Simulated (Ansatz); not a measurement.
## HfZnB in the AlB2 type: phonon-mediated transition temperature

Aim: the phonon-mediated transition temperature of HfZnB in the AlB2 type at ambient pressure, over a range of μ*. The cell shown first is a relaxed one, from steps not shown here.

Program: Ansatz 0.2.0. Level of theory: DFT PBEsol, scalar-relativistic, plane waves, PAW; PAW set soft_1. Results are calculated unless marked as measured.

Most raw output is cut from this account.

The structure was built from a prototype and need not be the compound's stable phase.

## (1) The cell after earlier relaxation steps

Symmetry: P-6m2, No. 187, hexagonal system. Conventional cell: a = 3.586 Å, b = 3.586 Å, c = 3.519 Å, α = 90.00°, β = 90.00°, γ = 120.00°. Nearest to Hf lie 6 B at 2.72 Å and 6 Zn at 2.72 Å. B has 3 Zn at 2.07 Å and 6 Hf at 2.72 Å nearest. Zn has 3 B at 2.07 Å and 6 Hf at 2.72 Å nearest. Farther neighbours are not listed.

## (2) Resistivity: q 3×3×2, k 9×9×6, scattering 12×12×12

The run that gives the couplings also evaluates McMillan's and Allen and Dynes's formulas and, where asked, the Eliashberg equations, over a range of μ*.

File input.yaml:

```yaml
crystal:
  lattice:
    - [3.5855938059, 0.0, 0.0]
    - [-1.7927969029, 3.1052153236, 0.0]
    - [0.0, 0.0, 3.5192519806]
  atoms:
    - { symbol: Hf, position: [0.0, 0.0, 0.0] }
    - { symbol: B, position: [0.3333333333, 0.6666666667, 0.5] }
    - { symbol: Zn, position: [0.6666666667, 0.3333333333, 0.5] }
kpoints:
  mp_grid: { grid: [9, 9, 6] }
hamiltonian:
  xc: pbesol
  pseudopotentials: { kind: paw, azcp: { folder: soft_1 }, xc_functional: pbe }
scf:
  occupations: { method: methfessel_paxton, width: 0.2 }
output:
  eigenvalues: true
phonons:
  method: dfpt
  qmesh: [3, 3, 2]
  temperatures: { t_max: 1000, t_step: 50 }
  qpath:
    path:
      - [[0.0, 0.0, 0.0], [0.5, 0.0, 0.0], [0.33333333, 0.33333333, 0.0], [0.0, 0.0, 0.0], [0.0, 0.0, 0.5], [0.5, 0.0, 0.5], [0.33333333, 0.33333333, 0.5], [0.0, 0.0, 0.5]]
      - [[0.5, 0.0, 0.5], [0.5, 0.0, 0.0]]
      - [[0.33333333, 0.33333333, 0.5], [0.33333333, 0.33333333, 0.0]]
    npoints: 10
  electrical_resistivity:
    mesh: [12, 12, 12]
    temperatures: [20.0, 50.0, 77.0, 100.0, 150.0, 200.0, 300.0, 400.0, 600.0, 800.0]
  superconductivity: { mesh: [12, 12, 12] }
```

The run is started by

```sh
ansatz run input.yaml --threads 4 --pin off --max-ram 12288MiB --backend cpu --events-out ev --progress --plain --runs-dir out
```

Wall time 3.4 min (4 threads of Arm Neoverse V2, shared host); peak memory 0.84 GiB; 13 min of CPU time.

Numbers from this step:

```yaml
volume_per_atom: 13.06 Å³/atom
metallic_on_mesh: yes
gap_on_the_k_mesh: 0 eV
zero_point_energy: 0.1458 eV/cell
share_of_imaginary_modes_in_the_plain_interpolation_between_solved_wavevectors: 0
highest_frequency_solved_or_plainly_interpolated: 626.3 cm⁻¹
debye_temperature_second_moment: 592 K
resistivity_at_300_k: 24.07 μΩ cm, mean of the axes
coupling_constant_lambda: 0.5991
density_of_states_at_the_fermi_level: 0.5159 states/eV a spin and cell
log_mean_phonon_energy_omega_log: 16.89 meV
transport_coupling_constant_lambda_tr: 0.6205, 0.6205, 0.6725 (xx, yy, zz)
drude_plasma_energy: 5.704, 5.704, 5.053 eV (xx, yy, zz)
resistivity_times_mean_free_path: 10.5, 10.5, 12.45 × 10⁻¹⁶ Ω m² (xx, yy, zz)
second_moment_phonon_energy_omega: 26.28 meV
```

Transition temperatures:

```tsv
μ*	McMillan Tc (K)	Allen–Dynes Tc (K)	isotropic Fermi-surface Tc (K)	isotropic full bandwidth Tc (K)	anisotropic Fermi-surface Tc (K)	anisotropic full bandwidth Tc (K)	anisotropic narrow window Tc (K)
0.08	5.46	5.66	5.02	5.01	5.17	5.17	5.17
0.1	4.46	4.61	3.99	3.99	4.14	4.14	4.14
0.12	3.55	3.66	3.1	3.11	3.24	3.25	3.24
0.13	3.14	3.23	2.71	2.72	2.84	2.85	2.85
0.14	2.75	2.82	2.35	2.36	2.48	2.49	2.49
0.16	2.04	2.1	1.73	1.75	1.85	1.86	1.86
0.2	0.976	0.997	0.848	0.865	0.939	0.957	0.948
```

## (3) Resistivity: scattering mesh 18×18×16

The next rung changes the scattering mesh, which samples the Fermi surface.

input.yaml: that of step 2 with these lines changed.

```diff
@@ -29,4 +29,4 @@
   electrical_resistivity:
-    mesh: [12, 12, 12]
+    mesh: [18, 18, 16]
     temperatures: [20.0, 50.0, 77.0, 100.0, 150.0, 200.0, 300.0, 400.0, 600.0, 800.0]
-  superconductivity: { mesh: [12, 12, 12] }
+  superconductivity: { mesh: [18, 18, 16] }
```

Run time: 4.3 min. Hardware: 4 threads; peak memory 1.5 GiB.

Numbers from this step:

- resistivity at 300 K: 23.31 μΩ cm, mean of the axes
- coupling constant λ: 0.6211
- density of states at the Fermi level: 0.536 states/eV a spin and cell
- log mean phonon energy ħω_log: 16.97 meV
- transport coupling constant λ_tr: 0.6379, 0.6379, 0.7012 (xx, yy, zz)
- Drude plasma energy: 5.895, 5.895, 5.201 eV (xx, yy, zz)
- resistivity times mean free path: 9.933, 9.933, 11.71 × 10⁻¹⁶ Ω m² (xx, yy, zz)
- second-moment phonon energy ħω₂: 26.39 meV

Transition temperatures:

```tsv
μ*	McMillan Tc (K)	Allen–Dynes Tc (K)	isotropic Fermi-surface Tc (K)	isotropic full bandwidth Tc (K)	anisotropic Fermi-surface Tc (K)	anisotropic full bandwidth Tc (K)	anisotropic narrow window Tc (K)
0.08	6.03	6.27	5.57	5.56	5.72	5.71	5.71
0.1	4.99	5.16	4.48	4.48	4.62	4.62	4.62
0.12	4.03	4.16	3.53	3.53	3.67	3.66	3.66
0.13	3.59	3.7	3.11	3.11	3.24	3.24	3.24
0.14	3.17	3.26	2.72	2.72	2.85	2.85	2.85
0.16	2.41	2.48	2.05	2.05	2.16	2.16	2.16
0.2	1.22	1.25	1.05	1.05	1.14	1.14	1.14
```

Between step 2 and this run (scattering mesh 18×18×16) the value for the log mean phonon energy ħω_log moves from 16.9 meV to 17.0 meV.

## (4) Electron–phonon run: q 3×3×3, k 9×9×9, scattering 18×18×12

The next rung changes the q mesh, which sets the reach of the force constants and couplings; the k mesh of the density and its response; the scattering mesh, which samples the Fermi surface; the phonon self-energy between the q points, now taken in.

input.yaml: that of step 3 with these lines changed.

```diff
@@ -10,3 +10,3 @@
 kpoints:
-  mp_grid: { grid: [9, 9, 6] }
+  mp_grid: { grid: [9, 9, 9] }
 hamiltonian:
@@ -20,3 +20,3 @@
   method: dfpt
-  qmesh: [3, 3, 2]
+  qmesh: [3, 3, 3]
   temperatures: { t_max: 1000, t_step: 50 }
@@ -29,4 +29,4 @@
   electrical_resistivity:
-    mesh: [18, 18, 16]
+    mesh: [18, 18, 12]
     temperatures: [20.0, 50.0, 77.0, 100.0, 150.0, 200.0, 300.0, 400.0, 600.0, 800.0]
-  superconductivity: { mesh: [18, 18, 16] }
+  superconductivity: { mesh: [18, 18, 12] }
```

The job ended after 20 min (4 threads; peak memory 7.9 GiB).

This step gave:

```
zero point energy                                 : 0.1477 eV/cell
highest frequency, solved or plainly interpolated : 629.2 cm⁻¹
Debye temperature (second moment)                 : 597 K
resistivity at 300 K                              : 23.91 μΩ cm, mean of the axes
coupling constant λ                               : 0.6189
density of states at the Fermi level              : 0.5286 states/eV a spin and cell
log mean phonon energy ħω_log                     : 16.49 meV
transport coupling constant λ_tr                  : 0.6411, 0.6411, 0.6916 (xx, yy, zz)
Drude plasma energy                               : 5.891, 5.891, 5.031 eV (xx, yy, zz)
resistivity times mean free path                  : 9.881, 9.881, 12.64 × 10⁻¹⁶ Ω m² (xx, yy, zz)
second-moment phonon energy ħω₂                   : 26.36 meV
```

Transition temperatures:

```tsv
μ*	McMillan Tc (K)	Allen–Dynes Tc (K)	isotropic Fermi-surface Tc (K)	isotropic full bandwidth Tc (K)	anisotropic Fermi-surface Tc (K)	anisotropic full bandwidth Tc (K)	anisotropic narrow window Tc (K)
0.08	5.81	6.04	5.32	5.32	5.46	5.44	5.45
0.1	4.8	4.97	4.27	4.27	4.4	4.39	4.39
0.12	3.87	4	3.36	3.36	3.49	3.48	3.48
0.13	3.44	3.55	2.96	2.96	3.08	3.08	3.07
0.14	3.04	3.13	2.59	2.59	2.7	2.7	2.7
0.16	2.31	2.37	1.94	1.94	2.05	2.05	2.05
0.2	1.16	1.19	0.993	1	1.08	1.09	1.08
```

The Eliashberg function α²F has structure finer than the step of the table below, so its rows give means over 2.5 meV, whole bins alone (the curve runs from 0.304 to 77.5 meV). Peaks (meV: height): α²F 8.20: 0.318, 14.28: 0.251, 25.21: 0.394, 36.15: 0.210, 71.39: 0.568; α²F tr 8.20: 0.369, 14.28: 0.271, 25.82: 0.426, 36.15: 0.199, 71.39: 0.661.

The Eliashberg function α²F by phonon energy; means over each step:

```tsv
phonon energy (meV)	α²F	α²F tr
2.5	5.7e-4	2.3e-4
5.0	0.00595	0.00515
7.5	0.179	0.213
10.0	0.180	0.200
12.5	0.183	0.200
15.0	0.204	0.212
17.5	0.0294	0.0295
20.0	0.0577	0.0407
22.5	0.169	0.162
25.0	0.309	0.330
27.5	0.178	0.181
30.0	0.100	0.0970
32.5	0.124	0.117
35.0	0.158	0.144
37.5	0.0862	0.0861
40.0	0.00277	0.00263
42.5	0	0
45.0	0	0
47.5	0	0
50.0	0	0
52.5	0	0
55.0	0	0
57.5	0	0
60.0	0	0
62.5	0	0
65.0	0	0
67.5	0	0
70.0	0.243	0.257
72.5	0.212	0.240
75.0	0.126	0.131
```

The Eliashberg function α²F has structure finer than the step of the table below, so its rows give means over 2.5 meV, whole bins alone (the curve runs from 0.304 to 77.5 meV). Peaks (meV: height): α²F 8.20: 0.318, 14.28: 0.251, 25.21: 0.394, 71.39: 0.568; Hf 8.20: 0.247, 14.28: 0.234, 15.49: 0.226, 25.82: 0.0638; B 21.57: 0.133, 36.15: 0.205, 71.39: 0.523, 74.42: 0.156; Zn 8.20: 0.0679, 25.21: 0.243, 71.39: 0.0445.

Eliashberg function α²F against phonon energy; means over each step:

```tsv
phonon energy (meV)	α²F	Hf	B	Zn
2.5	5.7e-4	4.1e-4	8.2e-6	1.3e-4
5.0	0.00595	0.00437	1.4e-4	0.00144
7.5	0.179	0.139	0.00184	0.0381
10.0	0.180	0.144	0.00342	0.0325
12.5	0.183	0.155	0.00327	0.0241
15.0	0.204	0.189	0.00236	0.0119
17.5	0.0294	0.0270	1.6e-4	0.00225
20.0	0.0577	0.00256	0.0529	0.00216
22.5	0.169	0.00524	0.114	0.0497
25.0	0.309	0.0423	0.0724	0.194
27.5	0.178	0.0166	0.103	0.0588
30.0	0.100	0.00550	0.0731	0.0215
32.5	0.124	0.00496	0.0859	0.0335
35.0	0.158	0.00374	0.148	0.00601
37.5	0.0862	8.9e-4	0.0843	1.0e-3
40.0	0.00277	8.7e-6	0.00271	5.6e-5
42.5	0	0	0	0
45.0	0	0	0	0
47.5	0	0	0	0
50.0	0	0	0	0
52.5	0	0	0	0
55.0	0	0	0	0
57.5	0	0	0	0
60.0	0	0	0	0
62.5	0	0	0	0
65.0	0	0	0	0
67.5	0	0	0	0
70.0	0.243	5.5e-5	0.224	0.0188
72.5	0.212	1.8e-5	0.197	0.0149
75.0	0.126	0	0.119	0.00705
```

Anisotropic full-bandwidth solution, weighted at the Fermi level. Gaps:

```tsv
mu*	T (K)	mean gap (meV)	5 % (meV)	95 % (meV)	mean Z
0.1	1.1	0.673	0.617	0.779	1.62
0.1	2.2	0.644	0.59	0.745	1.62
0.1	3.3	0.522	0.478	0.604	1.62
0.1	3.96	0.354	0.324	0.41	1.62
0.13	0.769	0.465	0.423	0.547	1.62
0.13	1.54	0.445	0.404	0.523	1.62
0.13	2.31	0.36	0.327	0.423	1.62
0.13	2.77	0.244	0.221	0.286	1.62
0.16	0.512	0.307	0.276	0.366	1.62
0.16	1.02	0.293	0.263	0.35	1.62
0.16	1.54	0.237	0.212	0.282	1.62
0.16	1.84	0.16	0.143	0.191	1.62
```

dTc/da2F against phonon energy:

```tsv
phonon energy (meV)	dTc/da2F (K/meV)
2	-
4	4.81
6	4.14
8	3.59
10	3.15
12	2.80
14	2.52
16	2.28
18	2.08
20	1.91
22	1.76
24	1.63
26	1.52
28	1.42
30	1.33
32	1.25
34	1.18
36	1.11
38	1.06
40	1.00
42	0.953
44	0.907
46	0.865
48	0.826
50	0.791
52	0.757
54	0.727
56	0.698
58	0.670
60	0.645
62	0.621
64	0.598
66	0.577
68	0.557
70	0.539
72	0.521
74	0.503
76	0.488
```

The share of the Fermi-level states by lambda of a state:

```tsv
lambda of a state	share of the Fermi-level states
0.476	0.0035
0.497	0.0137
0.518	0.0064
0.540	0.0368
0.561	0.0513
0.582	0.204
0.603	0.255
0.625	0.223
0.646	0.0725
0.667	0.0249
0.688	0.037
0.709	0.0115
0.731	0.0178
0.752	0.008
0.773	0
0.794	0.0015
0.815	0.0032
0.837	0.0202
0.858	0
0.879	0
0.900	0.0081
0.922	0.0015
0.943	0
0.964	0
```

## (5) What came out

| Quantity | Value |
| --- | --- |
| meshes | q 3×3×3, k 9×9×9, scattering 18×18×12 |
| coupling constant λ | 0.619 |
| log mean phonon energy ħω_log | 16.5 meV |
| Allen–Dynes Tc at μ* = 0.1 | 4.97 K |
| Allen–Dynes Tc at μ* = 0.13 | 3.55 K |
| anisotropic Eliashberg Tc at μ* = 0.1 | 4.39 K |
| anisotropic Eliashberg Tc at μ* = 0.13 | 3.08 K |

**Reading.** In the last run (PBEsol, q 3×3×3, k 9×9×9, scattering 18×18×12), with λ = 0.62 and ħω_log = 16.5 meV, Tc at μ* = 0.13 is 3.4 K by McMillan's formula, 3.5 K by Allen and Dynes's and 3.1 K by the anisotropic Eliashberg equations. Raising μ* from 0.10 to 0.16 lowers the Allen–Dynes value from 5.0 to 2.4 K. The mean gap at a quarter of Tc gives 2Δ/k_B Tc = 3.50, against 3.53 in weak-coupling theory. By the run's own test λ is not converged in the fine mesh: it moves by 2 % between the two finest, and by up to 6 % in the other runs. The run's transport test calls it not converged in the mesh; ρ(300 K) moves by 12 % in the component that moves most. Over the runs, λ takes the values 0.599, 0.621 and 0.619, in the order shown. No spin–orbit coupling, which matters for Hf. The structure is a hand-built model. The compound is a prototype filled by a generator; whether it can be made, and whether it orders so, was not tested. μ* is a typed number, phonons are harmonic, and spin fluctuations are left out; at μ* = 0.13 McMillan's formula turns 1 % in λ into about 3.5 % in Tc.

[Logs are printed without paths, hosts, clocks, repeated set-up lines and the standing remarks that a program may print on its own settings, such as how far it seeks lower states.]

[Hosts, paths, dates, database ids (printed as entryN), source tags and the programs' standing remarks are cut or masked in the printed files.]
